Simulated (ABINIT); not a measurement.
# How the form of the self-energy moves the gap of Cs2AgSbBr6 (Fm-3m)

How much does the gap of Cs2AgSbBr6 (Fm-3m) depend on the approximation to the self-energy?

Program: ABINIT 10.8.3. Level of theory: PBEsol and many-body steps on it, plane waves. Results are calculated unless marked as measured.

**Experimental background.**

- Gap 2.18 eV: indirect optical gap from Tauc plot; photothermal deflection spectroscopy; film (solution-processed film on quartz, about 200 nm thick) (“Bandgap Lowering in Mixed Alloys of Cs2Ag(SbxBi1-x)Br6 Double Perovskite Thin Films”, 2020, arxiv:2007.00388).

## 1. Set-up

It takes space group Fm-3m (No. 225, cubic). The conventional cell has a = 11.379 Å, b = 11.379 Å, c = 11.379 Å, α = 90.00°, β = 90.00°, γ = 90.00°. Cs has 12 Br at 4.02 Å nearest. Nearest to Ag lie 6 Br at 2.86 Å. Nearest to Sb lie 6 Br at 2.83 Å. Br has 1 Sb at 2.83 Å and 1 Ag at 2.86 Å and 4 Cs at 4.02 Å nearest. Farther neighbours and most contacts between anions are not listed.

Coordinates:

```cif
data_structure
_symmetry_space_group_name_H-M 'Fm-3m'
_symmetry_Int_Tables_number 225
_cell_length_a 11.3785
_cell_length_b 11.3785
_cell_length_c 11.3785
_cell_angle_alpha 90.000
_cell_angle_beta 90.000
_cell_angle_gamma 90.000
_cell_volume 1473.18
loop_
_atom_site_label
_atom_site_type_symbol
_atom_site_symmetry_multiplicity
_atom_site_Wyckoff_symbol
_atom_site_fract_x
_atom_site_fract_y
_atom_site_fract_z
_atom_site_occupancy
Cs1 Cs 8 c 0.25000 0.25000 0.75000 1
Ag1 Ag 4 b 0.50000 0.00000 0.00000 1
Sb1 Sb 4 a 0.00000 0.00000 0.00000 1
Br1 Br 24 e 0.24845 0.00000 0.00000 1
```

The cell and positions are those that the Materials Project relaxed with its own functionals (PBE, PBE+U or r2SCAN), kept fixed. Spin-orbit coupling is left out unless a step names it.

## 2. Empty states on the mesh, 2×2×2 mesh, 362 bands

This step: ABINIT 10.8.3; DFT, PBEsol, plane waves, norm-conserving pseudopotentials.

The sums over transitions need many empty states on a uniform mesh; this step solves for them.

run.abi reads:

```
acell 3*1.0 Angstrom
rprim 
  0.000000000000 5.689253000000 5.689253000000
  5.689253000000 0.000000000000 5.689253000000
  5.689253000000 5.689253000000 0.000000000000
ntypat 4
znucl 55 47 51 35
natom 10
typat 1 1 2 3 4 4 4 4 4 4
xred 
  0.750000000000 0.750000000000 0.750000000000
  0.250000000000 0.250000000000 0.250000000000
  0.500000000000 0.500000000000 0.500000000000
  0.000000000000 0.000000000000 0.000000000000
  0.751554000000 0.248446000000 0.248446000000
  0.248446000000 0.248446000000 0.751554000000
  0.248446000000 0.751554000000 0.751554000000
  0.248446000000 0.751554000000 0.248446000000
  0.751554000000 0.248446000000 0.751554000000
  0.751554000000 0.751554000000 0.248446000000
pp_dirpath "pseudos"
pseudos "Cs.upf, Ag.upf, Sb.upf, Br.upf"
ecut 40
ngkpt 2 2 2
nshiftk 1
shiftk 0 0 0
kptopt 1
chksymbreak 0
iscf -2
irdden 1
istwfk *1
nband 362
nbdbuf 32
tolwfr 1e-09
nstep 60
prtvol 0
indata_prefix "in"
outdata_prefix "out"
tmpdata_prefix "tmp"
```

Started as:

```console
> OMP_NUM_THREADS=2 mpirun -n 3 abinit run.abi > log
```

Numbers of over 12 decimals in the logs are rounded to 6 here.

What it wrote:

```text
.Version 10.8.3 of ABINIT. v10.8.2 released Aug 2026.

 Symmetries : space group Fm -3 m (#225); Bravais cF (face-center cubic)
[... echo of the input left out ...]
== DATASET  1 ==================================================================
-   mpi_nproc: 3, omp_nthreads: 2 (-1 if OMP is not activated)

--- !DatasetInfo
iteration_state: {dtset: 1, }
dimensions: {natom: 10, nkpt: 3, mband: 362, nsppol: 1, nspinor: 1, nspden: 1, mpw: 30155, }
cutoff_energies: {ecut:  40.0, pawecutdg:  -1.0, }
[...]
1.61688    1.61905    1.61908    1.61914    1.62214    1.62216    1.63405    1.63417
   1.63478    1.64807    1.64862    1.65009    1.65198    1.65262    1.65501    1.66379
   1.66582    1.66758
 prteigrs : prtvol=0 or 1, do not print more k-points.

== END DATASET(S) ==============================================================
================================================================================

 -outvars: echo values of variables after computation  --------
            nband         362
             nkpt           3
          spgroup         225
 [... the other variables as echoed above ...]

 Calculation completed.
```

Wall time 12 min (3 MPI ranks of Arm Neoverse V1, shared host); peak memory 1.3 GiB; 57 min of CPU time.

Numbers from this step:

| Item | Value |
| --- | --- |
| gap | 0.8123 eV |
| k of the valence top | 0.5, 0.5, 0 |
| k of the conduction bottom | 0.5, 0, 0 |
| least direct gap | 1.981 eV |
| k points computed | 3 |
| lowest point of the top converged band, above the valence top | 38.86 eV |

On this mesh the gap is 0.812 eV.

The density comes from a self-consistent run that is not shown.

## 3. Screening, 2×2×2 mesh, 182 bands, screening to 114.3 eV

The RPA dielectric matrix is built and inverted for each q.

This step: RPA screening on PBEsol, plane waves, norm-conserving pseudopotentials.

Edit run.abi of step 2 so:

```diff
@@ -28,10 +28,11 @@
 chksymbreak 0
-iscf -2
-irdden 1
 istwfk *1
-nband 362
-nbdbuf 32
-tolwfr 1e-09
-nstep 60
-prtvol 0
+occopt 1
+irdwfk 1
+optdriver 3
+nband 182
+ecuteps 4.2
+inclvkb 2
+awtr 1
+symchi 1
 indata_prefix "in"
```

Started as:

```console
> OMP_NUM_THREADS=1 mpirun -n 8 abinit run.abi > log
```

What it wrote:

```text
.Version 10.8.3 of ABINIT. v10.8.2 released Aug 2026.

 Symmetries : space group Fm -3 m (#225); Bravais cF (face-center cubic)
[... echo of the input left out ...]
== DATASET  1 ==================================================================
-   mpi_nproc: 8, omp_nthreads: 1 (-1 if OMP is not activated)

--- !DatasetInfo
iteration_state: {dtset: 1, }
dimensions: {natom: 10, nkpt: 3, mband: 182, nsppol: 1, nspinor: 1, nspden: 1, mpw: 30155, }
cutoff_energies: {ecut:  40.0, pawecutdg:  -1.0, }
electrons: {nelect:   1.62000000E+02, charge:   0.00000000E+00, occopt:   1.00000000E+00, tsmear:   1.00000000E-02, }

 SCREENING: Calculation of the susceptibility and dielectric matrices

 Based on a program developped by R.W. Godby, V. Olevano, G. Onida, and L. Reining.
 Incorporated in ABINIT by V. Olevano, G.-M. Rignanese, and M. Torrent.
.Using double precision arithmetic ; gwpc =  8

[... cell and pseudopotentials left out ...]
--------------------------------------------------------------------------------

 ==== K-mesh for the wavefunctions ====
 Number of points in the irreducible wedge :     3
[... list of points left out ...]
 Together with 48 symmetry operations and time-reversal symmetry
 yields     8 points in the full Brillouin Zone.

 ==== Q-mesh for the screening function ====
 Number of points in the irreducible wedge :     3
[... list of points left out ...]
 Together with 48 symmetry operations and time-reversal symmetry
 yields     8 points in the full Brillouin Zone.

 setmesh: FFT mesh size selected  =    60x   60x   60
          total number of points  =       216000

 vcoul_init : cutoff-mode = AUXILIARY_FUNCTION
 q-points for optical limit:   1
     1)      0.000010    0.000020    0.000030

- screening: taking advantage of time-reversal symmetry
- Maximum band index for partially occupied states nbvw = 81
- Remaining bands to be divided among processors   nbcw = 101
- Number of bands treated by each node ~12

 Number of electrons calculated from density =  162.0000; Expected =  162.0000
 average of density, n =  0.065181
 r_s =    1.5415
 omega_plasma =   24.6273 [eV]

 calculating chi0 at frequencies [eV] :
  1    0.000000E+00    0.000000E+00
  2    0.000000E+00    2.462731E+01

--------------------------------------------------------------------------------
  q-point number  1        q = ( 0.000000, 0.000000, 0.000000) [r.l.u.]
--------------------------------------------------------------------------------
[... chi0 elements left out ...]
 For q-point:  0.000010 0.000020 0.000030
  dielectric constant =   6.5491
  dielectric constant without local fields =   7.7710

  Average fulfillment of the sum rule on Im[epsilon] for q-point    1 :     28.31  [%]
[... wings left out ...]
  q-point number  2        q = ( 0.500000, 0.000000, 0.000000) [r.l.u.]
--------------------------------------------------------------------------------
[... chi0 elements left out ...]
  Average fulfillment of the sum rule on Im[epsilon] for q-point    2 :     32.39  [%]

 [... 1 further q-points ...]
```

Elapsed: 4 min, on 8 MPI ranks; peak memory 15 GiB; 32 min of CPU time.

Numbers from this step:

```
ε∞ with local fields, on this mesh, along the program's q direction : 6.549
the same without local fields                                       : 7.771
plasma frequency                                                    : 24.63 eV
plane waves in the screening matrix                                 : 965
```

Local fields lower ε∞ by 16 %. On a Γ-centred mesh this coarse the value itself is usually too large, while a short band sum pulls it down.

## 4. G0W0, Godby-Needs plasmon pole

The self-energy is evaluated for the states that the input lists, and the levels follow from it, in one-shot runs by the linearised quasiparticle equation.

This step: G0W0 on PBEsol, plane waves, norm-conserving pseudopotentials.

Edit run.abi of step 3 so:

```diff
@@ -31,8 +31,19 @@
 irdwfk 1
-optdriver 3
+optdriver 4
 nband 182
+gwcalctyp 0
+ecutsigx 40
+symsigma 1
+nkptgw 3
+kptgw 
+  0.5000000000 0.5000000000 0.0000000000
+  0.5000000000 0.0000000000 0.0000000000
+  0.0000000000 0.0000000000 0.0000000000
+bdgw 
+  80 83
+  79 84
+  80 84
 ecuteps 4.2
-inclvkb 2
-awtr 1
-symchi 1
+irdscr 1
+ppmodel 1
 indata_prefix "in"
```

What it wrote:

```text
.Version 10.8.3 of ABINIT. v10.8.2 released Aug 2026.

 Symmetries : space group Fm -3 m (#225); Bravais cF (face-center cubic)
[... echo of the input left out ...]
== DATASET  1 ==================================================================
-   mpi_nproc: 8, omp_nthreads: 1 (-1 if OMP is not activated)

--- !DatasetInfo
iteration_state: {dtset: 1, }
dimensions: {natom: 10, nkpt: 3, mband: 182, nsppol: 1, nspinor: 1, nspden: 1, mpw: 30155, }
cutoff_energies: {ecut:  40.0, pawecutdg:  -1.0, }
electrons: {nelect:   1.62000000E+02, charge:   0.00000000E+00, occopt:   1.00000000E+00, tsmear:   1.00000000E-02, }

 SIGMA: Calculation of the GW corrections

 Based on a program developped by R.W. Godby, V. Olevano, G. Onida, and L. Reining.
 Incorporated in ABINIT by V. Olevano, G.-M. Rignanese, and M. Torrent.
.Using double precision arithmetic ; gwpc =  8

[... cell and pseudopotentials left out ...]
--------------------------------------------------------------------------------

 ==== K-mesh for the wavefunctions ====
 Number of points in the irreducible wedge :     3
[... list of points left out ...]
 Together with 48 symmetry operations and time-reversal symmetry
 yields     8 points in the full Brillouin Zone.

 ==== Q-mesh for screening function ====
 Number of points in the irreducible wedge :     3
[... list of points left out ...]
 Together with 48 symmetry operations and time-reversal symmetry
 yields     8 points in the full Brillouin Zone.

 vcoul_init : cutoff-mode = AUXILIARY_FUNCTION
 q-points for optical limit:   1
     1)      0.000010    0.000020    0.000030
 setmesh: FFT mesh size selected  =    90x   90x   90
          total number of points  =       729000

 Number of electrons calculated from density =  162.0000; Expected =  162.0000
 average of density, n =  0.065181
 r_s =    1.5415
 omega_plasma =   24.6273 [eV]

 === KS Band Gaps ===
  >>>> For spin  1
   Minimum direct gap =   1.9811 [eV], located at k-point      :   0.5000  0.0000  0.0000
   Fundamental gap    =   0.8120 [eV], Top of valence bands at :   0.5000  0.5000  0.0000
                                       Bottom of conduction at :   0.5000  0.0000  0.0000
 SIGMA fundamental parameters:
 PLASMON POLE MODEL  1
 number of plane-waves for SigmaX                30155
 number of plane-waves for SigmaC and W            965
 number of plane-waves for wavefunctions         30155
 number of bands                                   182
 number of independent spin polarizations            1
 number of spinorial components                      1
 number of k-points in IBZ                           3
 number of q-points in IBZ                           3
 number of symmetry operations                      48
 number of k-points in BZ                            8
 number of q-points in BZ                            8
 number of frequencies for dSigma/dE                 9
 frequency step for dSigma/dE [eV]                0.25
 number of omega for Sigma on real axis              0
 max omega for Sigma on real axis  [eV]           0.00
 zcut for avoiding poles [eV]                     0.10

 EPSILON^-1 parameters (SCR file):
 dimension of the eps^-1 matrix on file            965
 dimension of the eps^-1 matrix used               965
 number of plane-waves for wavefunctions         30155
 number of bands                                   182
 number of q-points in IBZ                           3
 number of frequencies                               2
 number of real frequencies                          1
 number of imag frequencies                          1

 matrix elements of self-energy operator (all in [eV])

 Perturbative Calculation

--- !SelfEnergy_ee
iteration_state: {dtset: 1, }
kpoint     : [   0.500,    0.500,    0.000, ]
spin       : 1
KS_gap     :    2.314
QP_gap     :    3.917
Delta_QP_KS:    1.603
data: !SigmaeeData |
     Band     E0 <VxcDFT>   SigX SigC(E0)      Z dSigC/dE  Sig(E)    E-E0       E
       80   1.001 -19.461 -23.997   3.771   0.771  -0.297 -20.050  -0.590   0.412
       81   1.963 -18.089 -21.343   2.757   0.789  -0.267 -18.481  -0.393   1.571
       82   4.278 -13.163  -9.561  -2.097   0.804  -0.243 -11.953   1.210   5.488
       83   4.278 -13.163  -9.561  -2.097   0.804  -0.243 -11.953   1.210   5.488

--- !SelfEnergy_ee
iteration_state: {dtset: 1, }
kpoint     : [   0.500,    0.000,    0.000, ]
spin       : 1
KS_gap     :    1.981
QP_gap     :    3.735
Delta_QP_KS:    1.754
data: !SigmaeeData |
     Band     E0 <VxcDFT>   SigX SigC(E0)      Z dSigC/dE  Sig(E)    E-E0       E
       79   0.599 -16.308 -20.991   3.549   0.778  -0.285 -17.191  -0.882  -0.283
       80   0.599 -16.308 -20.991   3.549   0.778  -0.285 -17.191  -0.882  -0.283
[...]
--- !SelfEnergy_ee
iteration_state: {dtset: 1, }
kpoint     : [   0.000,    0.000,    0.000, ]
spin       : 1
KS_gap     :    2.843
QP_gap     :    4.633
Delta_QP_KS:    1.790
data: !SigmaeeData |
     Band     E0 <VxcDFT>   SigX SigC(E0)      Z dSigC/dE  Sig(E)    E-E0       E
[...]
82   3.850 -12.395  -8.791  -2.122   0.810  -0.235 -11.195   1.200   5.050
       83   3.850 -12.395  -8.791  -2.122   0.810  -0.235 -11.195   1.200   5.050
       84   3.850 -12.395  -8.791  -2.122   0.810  -0.235 -11.195   1.200   5.050

 New Fermi energy :        1.042792E-01 Ha ,    2.837582E+00 eV

 === QP Band Gaps ===
  >>>> For spin  1
   Minimum direct gap =   3.7354 [eV], located at k-point      :   0.5000  0.0000  0.0000
   Fundamental gap    =   2.5334 [eV], Top of valence bands at :   0.5000  0.5000  0.0000
                                       Bottom of conduction at :   0.5000  0.0000  0.0000

== END DATASET(S) ==============================================================
================================================================================

 -outvars: echo values of variables after computation  --------
           etotal      0.0000000000E+00
            nband         182
             nkpt           3
          spgroup         225
 [... the other variables as echoed above ...]

 Calculation completed.
```

Elapsed: 76 s, on 8 MPI ranks; peak memory 9.2 GiB; 10 min of CPU time.

This step gave:

- G0W0 gap on the points computed: 2.533 eV
- starting gap on the mesh: 0.8123 eV
- k of the valence top: 0.5, 0.5, 0
- k of the conduction bottom: 0.5, 0, 0
- Z at the valence top: 0.789
- Z at the conduction bottom: 0.812
- least direct G0W0 gap on the computed points: 3.735 eV

The gap on the mesh goes from 0.81 eV to 2.53 eV, a correction of +1.72 eV.

## 5. G0W0, Hybertsen-Louie plasmon pole

Edit run.abi of step 4 so:

```diff
@@ -47,3 +47,3 @@
 irdscr 1
-ppmodel 1
+ppmodel 2
 indata_prefix "in"
```

What it wrote:

```text
.Version 10.8.3 of ABINIT. v10.8.2 released Aug 2026.

 Symmetries : space group Fm -3 m (#225); Bravais cF (face-center cubic)
[... echo of the input left out ...]
== DATASET  1 ==================================================================
-   mpi_nproc: 8, omp_nthreads: 1 (-1 if OMP is not activated)

--- !DatasetInfo
iteration_state: {dtset: 1, }
dimensions: {natom: 10, nkpt: 3, mband: 182, nsppol: 1, nspinor: 1, nspden: 1, mpw: 30155, }
cutoff_energies: {ecut:  40.0, pawecutdg:  -1.0, }
electrons: {nelect:   1.62000000E+02, charge:   0.00000000E+00, occopt:   1.00000000E+00, tsmear:   1.00000000E-02, }

 SIGMA: Calculation of the GW corrections

 Based on a program developped by R.W. Godby, V. Olevano, G. Onida, and L. Reining.
 Incorporated in ABINIT by V. Olevano, G.-M. Rignanese, and M. Torrent.
.Using double precision arithmetic ; gwpc =  8

[... cell and pseudopotentials left out ...]
--------------------------------------------------------------------------------

 ==== K-mesh for the wavefunctions ====
 Number of points in the irreducible wedge :     3
[... list of points left out ...]
 Together with 48 symmetry operations and time-reversal symmetry
 yields     8 points in the full Brillouin Zone.

 ==== Q-mesh for screening function ====
 Number of points in the irreducible wedge :     3
[... list of points left out ...]
 Together with 48 symmetry operations and time-reversal symmetry
 yields     8 points in the full Brillouin Zone.

 vcoul_init : cutoff-mode = AUXILIARY_FUNCTION
 q-points for optical limit:   1
     1)      0.000010    0.000020    0.000030
 setmesh: FFT mesh size selected  =    90x   90x   90
          total number of points  =       729000

 Number of electrons calculated from density =  162.0000; Expected =  162.0000
[...]
Perturbative Calculation

--- !SelfEnergy_ee
iteration_state: {dtset: 1, }
kpoint     : [   0.500,    0.500,    0.000, ]
spin       : 1
KS_gap     :    2.314
QP_gap     :    4.157
Delta_QP_KS:    1.843
data: !SigmaeeData |
     Band     E0 <VxcDFT>   SigX SigC(E0)      Z dSigC/dE  Sig(E)    E-E0       E
       80   1.001 -19.461 -23.997   3.711   0.875  -0.143 -20.182  -0.722   0.280
       81   1.963 -18.089 -21.343   2.761   0.879  -0.138 -18.522  -0.433   1.530
       82   4.278 -13.163  -9.561  -2.007   0.884  -0.131 -11.753   1.409   5.687
[...]
--- !SelfEnergy_ee
iteration_state: {dtset: 1, }
kpoint     : [   0.500,    0.000,    0.000, ]
spin       : 1
KS_gap     :    1.981
QP_gap     :    3.918
Delta_QP_KS:    1.937
data: !SigmaeeData |
     Band     E0 <VxcDFT>   SigX SigC(E0)      Z dSigC/dE  Sig(E)    E-E0       E
[...]
--- !SelfEnergy_ee
iteration_state: {dtset: 1, }
kpoint     : [   0.000,    0.000,    0.000, ]
spin       : 1
KS_gap     :    2.843
QP_gap     :    4.894
Delta_QP_KS:    2.050
data: !SigmaeeData |
     Band     E0 <VxcDFT>   SigX SigC(E0)      Z dSigC/dE  Sig(E)    E-E0       E
[...]
83   3.850 -12.395  -8.791  -2.102   0.885  -0.130 -11.066   1.330   5.180
       84   3.850 -12.395  -8.791  -2.102   0.885  -0.130 -11.066   1.330   5.180

 New Fermi energy :        1.043417E-01 Ha ,    2.839282E+00 eV

 === QP Band Gaps ===
  >>>> For spin  1
   Minimum direct gap =   3.9181 [eV], located at k-point      :   0.5000  0.0000  0.0000
   Fundamental gap    =   2.6183 [eV], Top of valence bands at :   0.5000  0.5000  0.0000
                                       Bottom of conduction at :   0.5000  0.0000  0.0000

== END DATASET(S) ==============================================================
================================================================================

 -outvars: echo values of variables after computation  --------
           etotal      0.0000000000E+00
            nband         182
             nkpt           3
          spgroup         225
 [... the other variables as echoed above ...]

 Calculation completed.
```

Elapsed: 77 s, on 8 MPI ranks; peak memory 9.2 GiB; 10 min of CPU time.

This step gave:

* G0W0 gap on the points computed: 2.618 eV
* starting gap on the mesh: 0.8123 eV
* k of the valence top: 0.5, 0.5, 0
* k of the conduction bottom: 0.5, 0, 0
* Z at the valence top: 0.879
* Z at the conduction bottom: 0.885
* least direct G0W0 gap on the computed points: 3.918 eV

Against G0W0 in ABINIT (2×2×2 mesh, 182 bands, screening to 114.3 eV, Godby-Needs plasmon pole), the gap moves by +0.085 eV.

[end of part 1 of 2]

[Paths, hosts, dates, memory and timing lines, banners, echoed tables and standing remarks are left out of the program output.]

[Logs are printed without paths, hosts, clocks, repeated set-up lines and the standing remarks that a program may print on its own settings, such as how far it seeks lower states.]

[Runs of the session that timed out or met a known fault of the program may be left out.]

[Hosts, paths, dates, database ids (printed as entryN), source tags and the programs' standing remarks are cut or masked in the printed files.]

[G0W0 gaps are taken among the corrected bands and points alone; a level outside them can change the order at an edge.]

[Where Ansatz stands beside ABINIT at settings called matched, ABINIT's density can come from a denser mesh and the files from another edition; pairs whose starting gaps differed by over 0.03 eV were left out, so agreement reads better than it is.]
